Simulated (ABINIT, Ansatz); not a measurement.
**Lattice dynamics of Tm (P6_3/mmc) in two programs**

Aim: the phonon dispersion of Tm (P6_3/mmc), checked by a second program.

Program: ABINIT 10.8.3. Level of theory: DFT PBEsol, scalar-relativistic, plane waves, PseudoDojo norm-conserving, 4f in core pseudopotentials (the lanthanide files made for PBE). Results are calculated unless marked as measured.

### 1. Starting point

The structure is hexagonal, space group P6_3/mmc (No. 194). The conventional cell has a = 3.538 Å, b = 3.538 Å, c = 5.555 Å, α = 90.00°, β = 90.00°, γ = 120.00°. Tm has 12 Tm at 3.45 to 3.54 Å nearest.

### 2. A first look

A first run with smearing and empty bands tells whether the crystal has a gap, which decides between fixed occupations and smearing later on.

probe.abi

```
# ground state
tolvrs 1.0d-08
prtden 1
prtwf 1

# basis, mesh and filling
ecut 21.0
ixc -116133
ngkpt 6 6 4
nshiftk 1
shiftk 0.0 0.0 0.0
istwfk *1
occopt 7
tsmear 0.005
nband 18
nstep 100
diemac 9.0
prtebands 0
prtgsr 0

# cell and atoms
acell 6.684906166 6.684906166 10.49667273
rprim 
    1.0 0.0 0.0
    -0.5 0.8660254038 0.0
    0.0 0.0 1.0
ntypat 1
znucl 69
natom 2
typat 1 1
xred 
    1/3 2/3 0.25
    2/3 1/3 0.75
pp_dirpath "./pseudo"
pseudos "Tm.upf"
```

Launch:

```sh
$ OMP_NUM_THREADS=1 mpirun -n 4 abinit probe.abi > probe.log
```

Numbers of over 12 decimals in the logs are rounded to 6 here.

probe.abo, the main output file:

```text
[banners, grids, parts of the stress and lines that vanish by symmetry left out]
- input  file    -> probe.abi
- output file    -> probe.abo
- root for input  files -> probei
[...]
Symmetries : space group P6_3/m m c (#194); Bravais hP (primitive hexag.)
[...]
mpw =        1884          nfft =       40500          nkpt =          21
[...]
== DATASET  1 ==================================================================
[...]
cutoff_energies: {ecut:  21.0, pawecutdg:  -1.0, }
[...]
ETOT  1  -91.462118744950    -9.146E+01 4.636E-02 6.792E+00
 ETOT  2  -91.494232380808    -3.211E-02 4.491E-03 1.273E-01
 ETOT  3  -91.494285520514    -5.314E-05 7.066E-04 1.390E-03
 ETOT  4  -91.494285823246    -3.027E-07 3.381E-04 1.734E-05
 ETOT  5  -91.494285827126    -3.880E-09 3.253E-04 1.190E-07
 ETOT  6  -91.494285827158    -3.162E-11 1.539E-04 4.569E-10
 At SCF step    6       vres2   =  4.57E-10 < tolvrs=  1.00E-08 =>converged.
[...]
sigma(1 1)=  1.55941626E-04  sigma(3 2)=  0.00000000E+00
  sigma(2 2)=  1.55941625E-04  sigma(3 1)=  0.00000000E+00
  sigma(3 3)=  1.94871983E-04  sigma(2 1)=  0.00000000E+00
[...]
convergence: {deltae: -3.162E-11, res2:  4.569E-10, residm:  1.539E-04, diffor: null, }
etotal    :  -9.14942858E+01
[...]
sigma(1 1)=  1.55941626E-04  sigma(3 2)=  0.00000000E+00
  sigma(2 2)=  1.55941625E-04  sigma(3 1)=  0.00000000E+00
  sigma(3 3)=  1.94871983E-04  sigma(2 1)=  0.00000000E+00
[...]
- sigma(1 1)=  4.58796102E+00  sigma(3 2)=  0.00000000E+00
- sigma(2 2)=  4.58796102E+00  sigma(3 1)=  0.00000000E+00
- sigma(3 3)=  5.73333170E+00  sigma(2 1)=  0.00000000E+00
[...]
fcart      1.0069869181E-28  5.8138416822E-29 -0.0000000000E+00
           strten      1.5594162561E-04  1.5594162534E-04  1.9487198349E-04
================================================================================

[key lines of the parts left out:]
pressure_GPa:  -4.9698E+00
```

Run time: 7 s. Hardware: 4 MPI ranks of Arm Neoverse V1, shared host.

Numbers from this step:

```yaml
volume_per_atom: 30.10 Å³
pressure: -4.970 GPa
gap_on_the_k_mesh: 0 eV
```

No gap opens on this mesh, so smearing is kept; the printed pressure holds the stress of the finite basis too.

### 3. Relaxing the cell and atoms

The harmonic expansion needs vanishing forces, and a free crystal bears no stress, so cell and atoms are brought to rest. Stress is more sensitive to the basis than forces are: the last 3 Ha under the cutoff are smoothed with ecutsm, and the cutoff is raised above that of the later runs.

relax.abi

```
# relaxation
ionmov 2
optcell 2
dilatmx 1.08
ntime 40
tolmxf 1.0d-05
tolvrs 1.0d-14
prtwf 0
prtden 0
chksymtnons 0

# basis, mesh and filling
ecut 27.0
ecutsm 3.0
ixc -116133
ngkpt 9 9 6
nshiftk 1
shiftk 0.0 0.0 0.0
istwfk *1
occopt 7
tsmear 0.01
nband 18
nstep 100
diemac 1000000.0
prtebands 0
prtgsr 0

# cell and atoms
acell 6.684906166 6.684906166 10.49667273
rprim 
    1.0 0.0 0.0
    -0.5 0.8660254038 0.0
    0.0 0.0 1.0
ntypat 1
znucl 69
natom 2
typat 1 1
xred 
    1/3 2/3 0.25
    2/3 1/3 0.75
pp_dirpath "./pseudo"
pseudos "Tm.upf"
```

Launch:

```sh
$ OMP_NUM_THREADS=1 mpirun -n 4 abinit relax.abi > relax.log
```

relax.abo, the main output file:

```text
[banners, grids, parts of the stress and lines that vanish by symmetry left out]
- input  file    -> relax.abi
- output file    -> relax.abo
- root for input  files -> relaxi
[...]
Symmetries : space group P6_3/m m c (#194); Bravais hP (primitive hexag.)
[...]
mpw =        3471          nfft =       69984          nkpt =          48
[...]
== DATASET  1 ==================================================================
[...]
cutoff_energies: {ecut:  27.0, pawecutdg:  -1.0, }
[...]
ETOT  1  -91.462587534063    -9.146E+01 5.001E-02 1.063E+01
 ETOT  2  -91.500257433722    -3.767E-02 5.894E-03 1.046E-01
 ETOT  3  -91.500282689743    -2.526E-05 1.311E-03 6.406E-03
 ETOT  4  -91.500283525957    -8.362E-07 1.406E-03 3.648E-05
 ETOT  5  -91.500283529927    -3.970E-09 3.111E-04 5.406E-07
[...]
At SCF step    9       vres2   =  4.21E-15 < tolvrs=  1.00E-14 =>converged.
[...]
sigma(1 1)=  7.19585798E-05  sigma(3 2)=  0.00000000E+00
  sigma(2 2)=  7.19585796E-05  sigma(3 1)=  0.00000000E+00
  sigma(3 3)=  8.73823111E-05  sigma(2 1)=  0.00000000E+00
[...]
convergence: {deltae:  8.527E-14, res2:  4.213E-15, residm:  1.220E-04, diffor: null, }
etotal    :  -9.15002835E+01
[...]
ETOT  1  -91.500317344758    -9.150E+01 3.685E+00 1.225E+00
[...]
At SCF step    9       vres2   =  1.08E-16 < tolvrs=  1.00E-14 =>converged.
[...]
sigma(1 1)=  6.26664117E-05  sigma(3 2)=  0.00000000E+00
  sigma(2 2)=  6.26664114E-05  sigma(3 1)=  0.00000000E+00
  sigma(3 3)=  7.72602515E-05  sigma(2 1)=  0.00000000E+00
[...]
convergence: {deltae: -1.080E-12, res2:  1.077E-16, residm:  1.363E-05, diffor: null, }
etotal    :  -9.15004889E+01
[...]
ETOT  1  -91.493633972663    -9.149E+01 3.856E+03 5.371E+01
[...]
At SCF step    9       vres2   =  3.65E-15 < tolvrs=  1.00E-14 =>converged.
[...]
sigma(1 1)= -5.98505612E-06  sigma(3 2)=  0.00000000E+00
  sigma(2 2)= -5.98505642E-06  sigma(3 1)=  0.00000000E+00
  sigma(3 3)=  9.59777134E-07  sigma(2 1)=  0.00000000E+00
[...]
convergence: {deltae:  7.958E-13, res2:  3.655E-15, residm:  9.071E-03, diffor: null, }
etotal    :  -9.15011138E+01
[...]
ETOT  1  -91.501100756393    -9.150E+01 7.230E-07 1.086E-01
[...]
At SCF step    8       vres2   =  7.14E-16 < tolvrs=  1.00E-14 =>converged.
[...]
sigma(1 1)= -2.49391526E-06  sigma(3 2)=  0.00000000E+00
  sigma(2 2)= -2.49391555E-06  sigma(3 1)=  0.00000000E+00
  sigma(3 3)=  4.36489575E-06  sigma(2 1)=  0.00000000E+00
[...]
convergence: {deltae: -5.684E-14, res2:  7.139E-16, residm:  2.884E-07, diffor: null, }
etotal    :  -9.15011155E+01
[...]
ETOT  1  -91.501115674738    -9.150E+01 2.647E-07 1.267E-03
[...]
At SCF step    7       vres2   =  4.27E-15 < tolvrs=  1.00E-14 =>converged.
[...]
sigma(1 1)= -1.99009235E-06  sigma(3 2)=  0.00000000E+00
  sigma(2 2)= -1.99009265E-06  sigma(3 1)=  0.00000000E+00
[...]
convergence: {deltae: -1.137E-12, res2:  4.273E-15, residm:  2.905E-07, diffor: null, }
etotal    :  -9.15011159E+01
[...]
ETOT  1  -91.501109594795    -9.150E+01 2.604E-05 3.994E-02
[...]
At SCF step    8       vres2   =  3.96E-16 < tolvrs=  1.00E-14 =>converged.
[...]
convergence: {deltae:  4.121E-13, res2:  3.962E-16, residm:  1.679E-06, diffor: null, }
etotal    :  -9.15011179E+01
[...]
ETOT  1  -91.501117200703    -9.150E+01 2.422E-06 5.321E-03
[...]
At SCF step    8       vres2   =  9.87E-17 < tolvrs=  1.00E-14 =>converged.
[...]
sigma(2 2)=  3.21247514E-07  sigma(3 1)=  0.00000000E+00
  sigma(3 3)=  4.56831719E-07  sigma(2 1)=  0.00000000E+00
[...]
convergence: {deltae:  1.052E-12, res2:  9.867E-17, residm:  2.427E-06, diffor: null, }
etotal    :  -9.15011181E+01
[...]
ETOT  1  -91.501117939174    -9.150E+01 2.469E-06 1.143E-03
[...]
ETOT  6  -91.501118098611     5.258E-13 2.750E-06 1.999E-13
 ETOT  7  -91.501118098610     2.842E-13 1.352E-06 2.156E-15
 At SCF step    7       vres2   =  2.16E-15 < tolvrs=  1.00E-14 =>converged.
[...]
sigma(1 1)=  3.33027517E-08  sigma(3 2)=  0.00000000E+00
  sigma(2 2)=  3.33024561E-08  sigma(3 1)=  0.00000000E+00
  sigma(3 3)=  6.45304657E-09  sigma(2 1)=  0.00000000E+00
[...]
convergence: {deltae:  2.842E-13, res2:  2.156E-15, residm:  1.352E-06, diffor: null, }
etotal    :  -9.15011181E+01
[...]
At Broyd/MD step   8, gradients are converged :
[...]
sigma(1 1)=  3.33027517E-08  sigma(3 2)=  0.00000000E+00
  sigma(2 2)=  3.33024561E-08  sigma(3 1)=  0.00000000E+00
  sigma(3 3)=  6.45304657E-09  sigma(2 1)=  0.00000000E+00
[...]
- sigma(1 1)=  9.79800782E-04  sigma(3 2)=  0.00000000E+00
- sigma(2 2)=  9.79792084E-04  sigma(3 1)=  0.00000000E+00
- sigma(3 3)=  1.89855185E-04  sigma(2 1)=  0.00000000E+00
[...]
fcart      4.0885515551E-29 -2.3605263409E-29 -0.0000000000E+00
           strten      3.3302751699E-08  3.3302456052E-08  6.4530465659E-09
================================================================================

[key lines of the parts left out:]
pressure_GPa:  -7.1648E-04
Total energy (etotal) [Ha]= -9.15011180986103E+01
```

Wall time 2.9 min (4 MPI ranks).

Step by step:

```
step  energy less that of the first step (eV)  largest force (eV/Å)  volume (Å³)
   1                                   0.0000                0.0000        60.20
   2                                  -0.0056                0.0000        59.78
   3                                  -0.0226                0.0000        57.03
   4                                  -0.0226                0.0000        57.15
   5                                  -0.0226                0.0000        57.16
   6                                  -0.0227                0.0000        57.20
   7                                  -0.0227                0.0000        57.17
   8                                  -0.0227                0.0000        57.16
```

```
conventional cell, symmetrised  before  after  change
                         a (Å)   3.538  3.485  -1.5 %
                         b (Å)   3.538  3.485  -1.5 %
                         c (Å)   5.555  5.435  -2.2 %
              volume (Å³/atom)   30.10  28.58  -5.0 %
```

Final coordinates:

```xyz
2
Lattice="3.4851 0.0000 0.0000 -1.7425 3.0182 0.0000 0.0000 0.0000 5.4345" Properties=species:S:1:pos:R:3 pbc="T T T"
Tm    0.0000    2.0121    1.3586
Tm    1.7425    1.0061    4.0759
```

Read from the output:

```
volume per atom : 28.58 Å³
pressure        : -7.16e-4 GPa
```

The volume changes by -5.0 % in this run and stands -5.0 % from the first cell.

### 4. Ground state

The response is built on these wavefunctions, so the potential is converged far more tightly than an energy would need. Smearing stays on, as the first look found no gap above 0.3 eV.

gs.abi

```
# ground state
tolvrs 1.0d-16
prtden 1
prtwf 1

# basis, mesh and filling
ecut 21.0
ixc -116133
ngkpt 9 9 6
nshiftk 1
shiftk 0.0 0.0 0.0
istwfk *1
occopt 7
tsmear 0.01
nband 18
nstep 100
diemac 1000000.0
prtebands 0
prtgsr 0

# cell and atoms
acell 6.585816974 6.585816974 10.26974506
rprim 
    1.0 0.0 0.0
    -0.5 0.8660254038 0.0
    0.0 0.0 1.0
ntypat 1
znucl 69
natom 2
typat 1 1
xred 
    1/3 2/3 0.25
    2/3 1/3 0.75
pp_dirpath "./pseudo"
pseudos "Tm.upf"
```

Launch:

```sh
$ OMP_NUM_THREADS=1 mpirun -n 4 abinit gs.abi > gs.log
```

gs.abo, the main output file:

```text
[banners, grids, parts of the stress and lines that vanish by symmetry left out]
- input  file    -> gs.abi
- output file    -> gs.abo
- root for input  files -> gsi
[...]
Symmetries : space group P6_3/m m c (#194); Bravais hP (primitive hexag.)
[...]
mpw =        1791          nfft =       40500          nkpt =          48
[...]
== DATASET  1 ==================================================================
[...]
cutoff_energies: {ecut:  21.0, pawecutdg:  -1.0, }
[...]
ETOT  1  -91.459764379875    -9.146E+01 5.524E-02 6.794E+00
 ETOT  2  -91.496203434358    -3.644E-02 4.222E-03 1.040E-01
 ETOT  3  -91.496248754171    -4.532E-05 5.180E-03 1.251E-03
 ETOT  4  -91.496249012363    -2.582E-07 1.125E-03 3.027E-05
 ETOT  5  -91.496249019087    -6.724E-09 5.102E-04 1.364E-07
[...]
ETOT 10  -91.496249019122    -4.405E-13 4.329E-05 1.404E-16
 ETOT 11  -91.496249019122    -2.842E-14 5.650E-05 5.342E-17
 At SCF step   11       vres2   =  5.34E-17 < tolvrs=  1.00E-16 =>converged.
[...]
sigma(1 1)=  9.52119414E-05  sigma(3 2)=  0.00000000E+00
  sigma(2 2)=  9.52119411E-05  sigma(3 1)=  0.00000000E+00
  sigma(3 3)=  9.49600594E-05  sigma(2 1)=  0.00000000E+00
[...]
convergence: {deltae: -2.842E-14, res2:  5.342E-17, residm:  5.650E-05, diffor: null, }
etotal    :  -9.14962490E+01
[...]
sigma(1 1)=  9.52119414E-05  sigma(3 2)=  0.00000000E+00
  sigma(2 2)=  9.52119411E-05  sigma(3 1)=  0.00000000E+00
  sigma(3 3)=  9.49600594E-05  sigma(2 1)=  0.00000000E+00
[...]
- sigma(1 1)=  2.80123203E+00  sigma(3 2)=  0.00000000E+00
- sigma(2 2)=  2.80123202E+00  sigma(3 1)=  0.00000000E+00
- sigma(3 3)=  2.79382140E+00  sigma(2 1)=  0.00000000E+00
[...]
fcart      0.0000000000E+00  0.0000000000E+00 -0.0000000000E+00
           strten      9.5211941354E-05  9.5211941055E-05  9.4960059402E-05
================================================================================

[key lines of the parts left out:]
pressure_GPa:  -2.7988E+00
```

The job ended after 18 s (4 MPI ranks).

Read from the output:

```
pressure : -2.799 GPa
```

The cell stands at -2.8 GPa: the relaxation ran with a smoothed and higher cutoff, and the difference is a stress of the finite basis.

[end of part 1 of 4]

[Host names and launcher messages were left out of these logs when they were recorded.]

[Logs are printed without paths, hosts, clocks, repeated set-up lines and the standing remarks that a program may print on its own settings, such as how far it seeks lower states.]

[Hosts, paths, dates, database ids (printed as entryN), source tags and the programs' standing remarks are cut or masked in the printed files.]
